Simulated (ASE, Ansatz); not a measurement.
**Random cubic perovskite-type alloy of BaTiO3 and PbTiO3 (40 atoms): support functions against a reference**

Wanted: errors and times of a linear-scaling basis for random cubic perovskite-type alloy of BaTiO3 and PbTiO3 (40 atoms). A setting counts as converged where the r.m.s. difference of forces stays under 1 % of the r.m.s. force.

Main program and level: Ansatz 0.2.0; Kohn-Sham DFT, PBE, PAW (set soft_2), plane waves.

This is a report of a sequence of runs, with the program logs left out and the cost of each run kept.

## 1. The structure

The cell holds 40 atoms: 6 Pb, 8 Ti, 24 O and 2 Ba. Its edges and angles: a = 7.955 Å, b = 7.955 Å, c = 7.955 Å, α = 90.0°, β = 90.0°, γ = 90.0°. It derives from BaTiO3 and TiPbO3 (cubic perovskite-type), repeated 2×2×2. Cubic perovskite-type BaTiO3, 2 x 2 x 2 conventional cells, 6 of 8 Ba sites given to Pb at random (x = 0.750), lattice by Vegard's rule (cell 3.978, 3.978, 3.978, 90, 90, 90); not relaxed, displaced by a Gaussian of 0.02 Å.

What the set-up can't give: The host structure and its lattice constant were typed by rule, without a check against the phase diagram. The Brillouin zone is sampled at Γ only, in a cell whose shortest periodic width is 8 Å. Spin–orbit coupling is left out, which matters for the levels of the heavy elements.

## 2. Plane-wave single point

The first run fixes the reference, at a cutoff of 420 eV.

Input file input.yaml:

```yaml
crystal:
  lattice:
    - [7.955, 0.0, 0.0]
    - [0.0, 7.955, 0.0]
    - [0.0, 0.0, 7.955]
  atoms:
    - { symbol: Pb, position: [0.99873, 0.99682, 0.00054] }
    - { symbol: Ti, position: [0.2544, 0.25044, 0.25013] }
    - { symbol: O, position: [0.25121, 0.24836, 0.99578] }
    - { symbol: O, position: [0.99791, 0.24692, 0.25148] }
    - { symbol: O, position: [0.25465, 0.00316, 0.25199] }
    - { symbol: Pb, position: [0.99743, 0.00372, 0.5051] }
    - { symbol: Ti, position: [0.24838, 0.25259, 0.74912] }
    - { symbol: O, position: [0.24892, 0.24683, 0.4995] }
[... 28 atom lines left out ...]
    - { symbol: Ti, position: [0.75053, 0.74718, 0.74817] }
    - { symbol: O, position: [0.75418, 0.74997, 0.50219] }
    - { symbol: O, position: [0.49851, 0.75072, 0.74842] }
    - { symbol: O, position: [0.74918, 0.4996, 0.75455] }
kpoints:
  mp_grid: { grid: [1, 1, 1] }
hamiltonian:
  xc: pbe
scf:
  occupations: { method: gaussian, width: 0.025 }
output:
  forces: true
  stress: true
  populations: true
  dos:
    method: { smearing: { sigma: 0.08 } }
    de: 0.1
    projected: { site_lists: { Ba: [Ba], O: [O], Pb: [Pb], Ti: [Ti] } }
  eigenvalues: true
  write_density: true
  write_potential: true
  volumetric_format: npy
  elf: true
```

Command:

```
> ansatz run input.yaml --threads 4 --pin off --max-ram 8192MiB --backend cpu --events-out ev --progress --plain --runs-dir out
```

The job ended after 4.5 s (4 threads of Arm Neoverse V2, shared host; peak memory 0.7 GiB; 16 s of CPU time).

Read from the output:

| Quantity | Value |
| --- | --- |
| free energy | -116987.0180 eV |
| free energy per atom | -2924.6755 eV/atom |
| SCF cycles | 8 |
| pressure | 2.743 GPa |
| r.m.s. force component | 0.3148 eV/Å |
| longest force | 1.302 eV/Å |
| Fermi energy | 11.21 eV |
| gap (highest filled to lowest empty level) | 1.229 eV |
| spilling of the projection | 0.004905 |

The r.m.s. force component of 0.31 eV/Å and the pressure of 2.7 GPa set the scale for the differences below.

## 3. Support functions low

The cell is solved in localised support functions.

This step: Kohn-Sham DFT, PBE, PAW (set soft_2), localised support functions (low) (Ansatz 0.2.0).

input.yaml, the sections that differ from step 2:

```yaml
scf:
  occupations: { method: gaussian, width: 0.025 }
  eigensolver: { kind: { support_functions: { accuracy: low } } }
  max_iter: 150
output:
  forces: true
  eigenvalues: true
# crystal, kpoints, hamiltonian: as in step 2
```

Elapsed: 83 s, on 4 threads; peak memory 2.4 GiB; 5.4 min of CPU time.

The program notes that the band table was not solved further than the SCF left it and it switched symmetry off.

Keys that differ from the reference: support_functions.accuracy = "low" and scf.max_iter = 150.

Forces differ from the reference by 0.68 meV/Å r.m.s., 0.22 % of their size, well within a tolerance of 1 %; the energy by -5.1 meV/atom. It took roughly 18 times the reference's time (one timing each, with unlike analyses asked), in 12 cycles against 8.

## 4. Support functions medium

With localised support functions most steps grow linearly with size, though the diagonalisation grows faster unless the density matrix is cut; this run measures error and cost at this size. Besides, the program derives a nominal cutoff of 464 eV for this run, against the reference's 420.

This step: Kohn-Sham DFT, PBE, PAW (set soft_2), localised support functions (medium) (Ansatz 0.2.0).

input.yaml, the sections that differ from step 3:

```yaml
scf:
  occupations: { method: gaussian, width: 0.025 }
  eigensolver: { kind: { support_functions: { accuracy: medium } } }
  max_iter: 150
# crystal, kpoints, hamiltonian, output: as in step 3
```

It took 92 s on 4 threads; peak memory 2.4 GiB; 5.9 min of CPU time.

Keys that differ from the reference: support_functions.accuracy = "medium" and scf.max_iter = 150.

Forces differ from the reference by 0.63 meV/Å r.m.s., 0.20 % of their size, well within a tolerance of 1 %; the energy by -5.1 meV/atom. It took roughly 20 times the reference's time (one timing each, with unlike analyses asked), in 13 cycles against 8.

## 5. Support functions medium, radius 2.89 Å

The radius confines each support function; a larger one gives more freedom and more work per atom.

input.yaml, the sections that differ from step 4:

```yaml
scf:
  occupations: { method: gaussian, width: 0.025 }
  eigensolver: { kind: { support_functions: { accuracy: medium, radius: 2.89 } } }
  max_iter: 150
# crystal, kpoints, hamiltonian, output: as in step 4
```

Run time: 5.7 s. Hardware: 4 threads; peak memory 0.29 GiB; 17 s of CPU time.

The program refuses radii under 3.44 Å for these atoms at this level.

## 6. Support functions medium, radius 3.18 Å

input.yaml, the sections that differ from step 5:

```yaml
scf:
  occupations: { method: gaussian, width: 0.025 }
  eigensolver: { kind: { support_functions: { accuracy: medium, radius: 3.18 } } }
  max_iter: 150
# crystal, kpoints, hamiltonian, output: as in step 5
```

Wall time 5.8 s (4 threads); peak memory 0.29 GiB.

The program refuses radii under 3.44 Å for these atoms at this level.

## 7. Support functions medium, radius 3.4 Å

input.yaml, the sections that differ from step 6:

```yaml
scf:
  occupations: { method: gaussian, width: 0.025 }
  eigensolver: { kind: { support_functions: { accuracy: medium, radius: 3.4 } } }
  max_iter: 150
# crystal, kpoints, hamiltonian, output: as in step 6
```

Wall time 5.7 s (4 threads); peak memory 0.29 GiB; 17 s of CPU time.

The program refuses radii under 3.44 Å for these atoms at this level.

## 8. Other settings

Changed here: basis.xc_grid = 4, scf.mixing.algorithm = "anderson", scf.mixing.beta = 0.1 and scf.mixing.ndim = 8.

This step: Kohn-Sham DFT, PBE, PAW (set soft_2), plane waves (Ansatz 0.2.0).

input.yaml, the sections that differ from step 7:

```yaml
scf:
  occupations: { method: gaussian, width: 0.025 }
  mixing: { algorithm: anderson, beta: 0.1, ndim: 8 }
output:
  forces: true
  stress: true
  populations: true
  dos:
    method: { smearing: { sigma: 0.1 } }
    de: 0.1
    projected: { site_lists: { Ba: [Ba], O: [O], Pb: [Pb], Ti: [Ti] } }
  eigenvalues: true
basis:
  xc_grid: 4
# crystal, kpoints, hamiltonian: as in step 7
```

Wall time 7.3 s (4 threads); peak memory 0.96 GiB.

Forces differ from the reference by 0.009 meV/Å r.m.s., 0.0028 % of their size, well within a tolerance of 1 %. It took roughly 1.6 times the reference's time (one timing each, with unlike analyses asked), in 15 cycles against 8.

## 9. The ladder side by side

Each row is set against the plane-wave reference (Kohn-Sham DFT, PBE, PAW (set soft_2), plane waves; r.m.s. force component 0.315 eV/Å). Energies are set beside the reference only for runs with its functional, potentials and electron count. Times are for 4 threads of Arm Neoverse V2, shared host. The reference's time includes the DOS, ELF, the stress and grids, which some other runs skip.

| run | Δ force, r.m.s. (meV/Å) | share of r.m.s. force (%) | Δ energy (meV/atom) | Δ pressure (GPa) | Δ gap (eV) | cycles | time | host memory (GiB) |
| --- | --- | --- | --- | --- | --- | --- | --- | --- |
| reference | - | - | - | - | - | 8 | 4.5 s | 0.7 |
| support functions low | 0.684 | 0.217 | -5.11 | - | -2.0e-4 | 12 | 83 s | 2.4 |
| support functions medium | 0.629 | 0.200 | -5.10 | - | -1.0e-4 | 13 | 92 s | 2.4 |
| basis.xc_grid = 4, scf.mixing.algorithm = "anderson", scf.mixing.beta = 0.1 and scf.mixing.ndim = 8 | 0.009 | 0.0028 | -0.0062 | 1.0e-4 | 0 | 15 | 7.3 s | 0.96 |

## 10. What the reference run shows

The comparisons rest on this run, so its electronic structure is set out here.

Length of the force by element and coordination:

| element | coordination | atoms | mean length of the force (eV/Å) | spread | least | most |
| --- | --- | --- | --- | --- | --- | --- |
| Ba | all | 2 | 0.314 | 0.01 | 0.304 | 0.324 |
| O | all | 24 | 0.397 | 0.190 | 0.121 | 0.895 |
| Pb | all | 6 | 0.280 | 0.0994 | 0.107 | 0.415 |
| Ti | all | 8 | 0.831 | 0.352 | 0.380 | 1.30 |

Löwdin charges by element and coordination (they lack the spilled electrons, 0.042 e an atom on average):

| element | coordination | atoms | mean charge (e) | spread | least | most |
| --- | --- | --- | --- | --- | --- | --- |
| Ba | all | 2 | 1.73 | 1.0e-4 | 1.73 | 1.73 |
| O | all | 24 | -0.775 | 0.0228 | -0.824 | -0.738 |
| Pb | all | 6 | 0.985 | 0.0087 | 0.972 | 0.994 |
| Ti | all | 8 | 1.37 | 0.0048 | 1.36 | 1.37 |

States in the cell by windows of 1 eV, zero at the Fermi level; the larger projections on atomic orbitals stand beside the total:

| from (eV) | to (eV) | total | O p | Ti d | Pb p | Pb s |
| --- | --- | --- | --- | --- | --- | --- |
| -10 | -9 | 0.0 | 0.0 | 0.0 | 0.0 | 0.0 |
| -9 | -8 | 5.4 | 1.4 | 0.5 | 0.0 | 3.3 |
| -8 | -7 | 4.6 | 0.9 | 0.1 | 0.0 | 3.3 |
| -7 | -6 | 2.0 | 0.0 | 0.0 | 0.0 | 1.8 |
| -6 | -5 | 22.2 | 14.4 | 4.6 | 1.2 | 0.0 |
| -5 | -4 | 14.1 | 9.4 | 3.5 | 0.6 | 0.1 |
| -4 | -3 | 40.3 | 31.4 | 5.5 | 2.1 | 0.1 |
| -3 | -2 | 27.2 | 22.4 | 1.3 | 0.8 | 1.4 |
| -2 | -1 | 25.3 | 23.8 | 0.2 | 0.2 | 0.7 |
| -1 | 0 | 14.9 | 13.9 | 0.1 | 0.0 | 0.8 |
| 0 | 1 | 12.0 | 0.1 | 11.8 | 0.0 | 0.0 |
| 1 | 2 | 0.0 | 0.0 | 0.0 | 0.0 | 0.0 |
| 2 | 3 | 50.3 | 8.0 | 33.6 | 5.4 | 0.0 |
| 3 | 4 | 7.7 | 1.0 | 5.6 | 0.0 | 0.0 |

The curve was stored every 0.100 eV, coarse against its broadening of 0.08 eV, so these counts are rough.

Between -26 and -10 eV lie 124 more states.

The levels nearest the highest filled one (over half full), pooled over k-points and spins:

| level less the highest filled one (eV) | occupation |
| --- | --- |
| -0.327 | 2 |
| -0.307 | 2 |
| -0.265 | 2 |
| -0.257 | 2 |
| -0.231 | 2 |
| 0 | 2 |
| 1.23 | 0 |
| 1.24 | 0 |
| 1.25 | 0 |
| 1.29 | 0 |
| 1.31 | 0 |
| 1.31 | 0 |

Valence density in the ac plane at fractional y = 0.496, with atoms of Ba and O and Pb within 0.2 Å of it. It is the smooth field of the valence electrons, not physical close to the nuclei.

Values in e/Å³, 12 rows by 16 columns, each cell a mean:
```
1.0 1.2 0.4 0.1 0.1 0.2 1.1 3.9 4.8 1.8 0.3 0.1 0.1 0.2 0.8 1.2
0.6 0.4 0.2 0.5 0.6 0.3 0.2 0.5 0.6 0.3 0.2 0.6 0.7 0.3 0.3 0.5
0.1 0.1 0.7 3.9 4.8 1.3 0.2 0.1 0.1 0.1 0.7 3.8 5.2 1.5 0.2 0.1
0.1 0.1 0.5 2.5 3.2 0.9 0.1 0.1 0.1 0.1 0.5 2.2 3.0 0.9 0.2 0.1
1.2 0.5 0.2 0.2 0.3 0.2 0.4 0.8 0.9 0.6 0.2 0.2 0.2 0.2 0.4 1.0
6.5 2.3 0.3 0.1 0.1 0.2 1.0 1.1 0.8 1.2 0.4 0.1 0.1 0.2 1.4 5.3
4.7 1.7 0.3 0.1 0.1 0.2 0.9 1.2 1.0 1.2 0.4 0.1 0.1 0.2 1.1 3.9
0.6 0.3 0.2 0.5 0.6 0.3 0.3 0.5 0.6 0.4 0.2 0.5 0.6 0.3 0.2 0.5
0.1 0.1 0.6 3.5 5.0 1.5 0.2 0.1 0.1 0.1 0.6 3.5 4.8 1.4 0.2 0.1
0.1 0.1 0.5 2.4 3.3 1.0 0.2 0.1 0.1 0.1 0.5 2.5 3.6 1.1 0.2 0.1
0.9 0.6 0.2 0.2 0.3 0.2 0.4 1.0 1.2 0.5 0.2 0.2 0.3 0.2 0.4 0.8
0.8 1.2 0.5 0.1 0.1 0.2 1.4 5.2 6.5 2.3 0.3 0.1 0.1 0.2 1.0 1.1
```
Columns run along a (8.0 Å), rows up along c (8.0 Å). Atoms in or near the plane, at fractional coordinates: Ba at (0.00, 0.00), O at (0.25, 0.25), Pb at (0.00, 0.50), O at (0.25, 0.75), Pb at (0.50, 0.00), O at (0.75, 0.25), Ba at (0.50, 0.50), O at (0.75, 0.75).

Electrostatic potential energy in the ac plane at fractional y = 0.496, with atoms of Ba and O and Pb within 0.2 Å of it. With pseudopotentials it is smooth inside the atoms' cores, unlike the true potential.

Ten even steps from '0' (-32 eV) to '9' (15 eV), each cell a mean:
```
0137999850120289998520
1258999973001589999742
5689999997556899999875
8899856999889997569998
9998301799999993016999
9998200699999982006999
9999624899999996348999
7899989998777899999987
2479999985334789999852
1048999863101479999610
3127999851000379998402
2038999852001379998501
0168999974212589999730
5689999987556899999975
8999856999888998679998
9999301699999994016999
9998200599999992005999
9999623899999996238999
7789989998778999899987
3468999985224799999853
0147999961010489998621
0036999840231279998510
```
Columns run along a (8.0 Å; values clipped at the 3rd and 97th percentile), rows up along c (8.0 Å). Atoms in or near the plane, at fractional coordinates: Ba at (0.00, 0.00), O at (0.25, 0.25), Pb at (0.00, 0.50), O at (0.25, 0.75), Pb at (0.50, 0.00), O at (0.75, 0.25), Ba at (0.50, 0.50), O at (0.75, 0.75).

Mean Löwdin charges: Ba +1.73, O -0.77, Pb +0.98, Ti +1.37 e (they miss 0.49 % of the electrons, so they add up to more than the cell's charge). The largest share in the top eV of filled states is O p (94 % of the projected weight), and in the lowest eV of empty states Ti d (99 % of the projected weight).

## 11. Local order

These statistics describe the geometry on which the runs were made.

Density 7.54 g/cm³, 12.59 Å³ an atom.

g(r), total and by pair (bins of 0.2 Å):

| r (Å) | total | O-O | O-Ti | O-Pb | O-Ba | Ti-Ti | Ti-Pb |
| --- | --- | --- | --- | --- | --- | --- | --- |
| 1.90 | 2.07 | 0.00 | 8.65 | 0.00 | 0.00 | 0.00 | 0.00 |
| 2.10 | 0.97 | 0.00 | 4.04 | 0.00 | 0.00 | 0.00 | 0.00 |
| 2.30 | 0.00 | 0.00 | 0.00 | 0.00 | 0.00 | 0.00 | 0.00 |
| 2.50 | 0.00 | 0.00 | 0.00 | 0.00 | 0.00 | 0.00 | 0.00 |
| 2.70 | 2.12 | 3.07 | 0.00 | 4.52 | 3.25 | 0.00 | 0.00 |
| 2.90 | 3.96 | 5.35 | 0.00 | 8.15 | 9.40 | 0.00 | 0.00 |
| 3.10 | 0.00 | 0.00 | 0.00 | 0.00 | 0.00 | 0.00 | 0.00 |
| 3.30 | 0.09 | 0.00 | 0.00 | 0.00 | 0.00 | 0.00 | 1.47 |
| 3.50 | 1.27 | 0.00 | 0.00 | 0.00 | 0.00 | 0.00 | 15.42 |
| 3.70 | 0.00 | 0.00 | 0.00 | 0.00 | 0.00 | 0.00 | 0.00 |
| 3.90 | 1.53 | 2.65 | 0.00 | 0.00 | 0.00 | 6.80 | 0.00 |
| 4.10 | 0.37 | 0.52 | 0.00 | 0.00 | 0.00 | 2.71 | 0.00 |
| 4.30 | 0.13 | 0.00 | 0.55 | 0.00 | 0.00 | 0.00 | 0.00 |
| 4.50 | 2.30 | 0.00 | 9.61 | 0.00 | 0.00 | 0.00 | 0.00 |
| 4.70 | 0.01 | 0.03 | 0.00 | 0.00 | 0.00 | 0.00 | 0.00 |
| 4.90 | 4.04 | 5.60 | 0.00 | 8.46 | 8.43 | 0.00 | 0.00 |
| 5.10 | 0.00 | 0.00 | 0.00 | 0.00 | 0.00 | 0.00 | 0.00 |
| 5.30 | 0.00 | 0.00 | 0.00 | 0.00 | 0.00 | 0.00 | 0.00 |
| 5.50 | 0.38 | 0.67 | 0.00 | 0.00 | 0.00 | 2.42 | 0.00 |
| 5.70 | 1.52 | 2.50 | 0.00 | 0.00 | 0.00 | 7.09 | 0.00 |
| 5.90 | 1.46 | 0.00 | 6.08 | 0.00 | 0.00 | 0.00 | 0.00 |
| 6.10 | 0.23 | 0.00 | 0.95 | 0.00 | 0.00 | 0.00 | 0.00 |
| 6.30 | 2.44 | 3.38 | 0.00 | 5.06 | 5.06 | 0.00 | 0.00 |
| 6.50 | 0.60 | 0.00 | 0.00 | 0.00 | 0.00 | 0.00 | 7.65 |
| 6.70 | 0.51 | 0.00 | 0.00 | 0.00 | 0.00 | 0.00 | 6.15 |
| 6.90 | 0.84 | 1.40 | 0.00 | 0.00 | 0.00 | 4.22 | 0.00 |
| 7.10 | 0.79 | 0.00 | 3.28 | 0.00 | 0.00 | 0.00 | 0.00 |
| 7.30 | 0.37 | 0.32 | 0.62 | 0.54 | 0.15 | 0.00 | 0.00 |

A closer look about Ti2, which bears the longest force: 8 atoms, nearest first, numbered in the order of the input, with positions taken from that point.

| atom | x | y | z | distance (Å) | Löwdin charge (e) | Fx | Fy | Fz (eV/Å) |
| --- | --- | --- | --- | --- | --- | --- | --- | --- |
| Ti2 | 0.00 | 0.00 | 0.00 | 0.00 | 1.37 | 0.62 | -1.14 | 0.13 |
| O5 | 0.00 | -1.97 | 0.01 | 1.97 | -0.74 | -0.17 | 0.32 | -0.14 |
| O24 | 1.98 | 0.00 | -0.02 | 1.98 | -0.78 | -0.87 | 0.15 | 0.11 |
| O8 | -0.04 | -0.03 | 1.98 | 1.98 | -0.77 | -0.08 | 0.08 | -0.47 |
| O15 | -0.03 | 2.01 | 0.00 | 2.01 | -0.81 | -0.10 | -0.22 | -0.01 |
| O3 | -0.03 | -0.02 | -2.02 | 2.02 | -0.78 | -0.25 | -0.04 | 0.32 |
| O4 | -2.04 | -0.03 | 0.01 | 2.04 | -0.77 | 0.15 | 0.23 | -0.02 |
| Pb26 | 1.95 | -1.97 | 1.97 | 3.40 | 0.99 | -0.19 | 0.05 | 0.17 |

## 12. Results

```yaml
free_energy_per_atom: -2924.6755 eV/atom
density: 7.537 g/cm³
pressure: 2.743 GPa
r_m_s_force_component: 0.3148 eV/Å
spacing_of_highest_filled_and_lowest_empty_level: 1.229 eV
wall_time_of_the_4_dft_runs: 3.1 min
```

In words: Against plane waves at 420 eV, the forces differ by 0.63 meV/Å (0.20 %) with support functions medium. At 40 atoms the fastest of the runs at a preset level, support functions low, takes roughly 18 times the time of plane waves (whose run also made extra analyses), in 12 SCF cycles against 8. Differences between support functions and plane waves include what basis error the plane-wave run still has.

The highest filled and lowest empty levels differ by 1.23 eV at Γ alone; the mesh holds the band edges only if they fold onto it, so the gap at this level can be narrower or closed.

Caveats: The geometry was built by rule, was displaced at random and isn't relaxed at this level: its force components are 0.31 eV/Å r.m.s. The pressure of 2.7 GPa belongs to unrelaxed atoms and would change as they relax.

[Long decimals in the printed logs are rounded to 6 places.]

[Logs are printed without paths, hosts, clocks, repeated set-up lines and the standing remarks that a program may print on its own settings, such as how far it seeks lower states.]

[Hosts, paths, dates, database ids (printed as entryN), source tags and the programs' standing remarks are cut or masked in the printed files.]
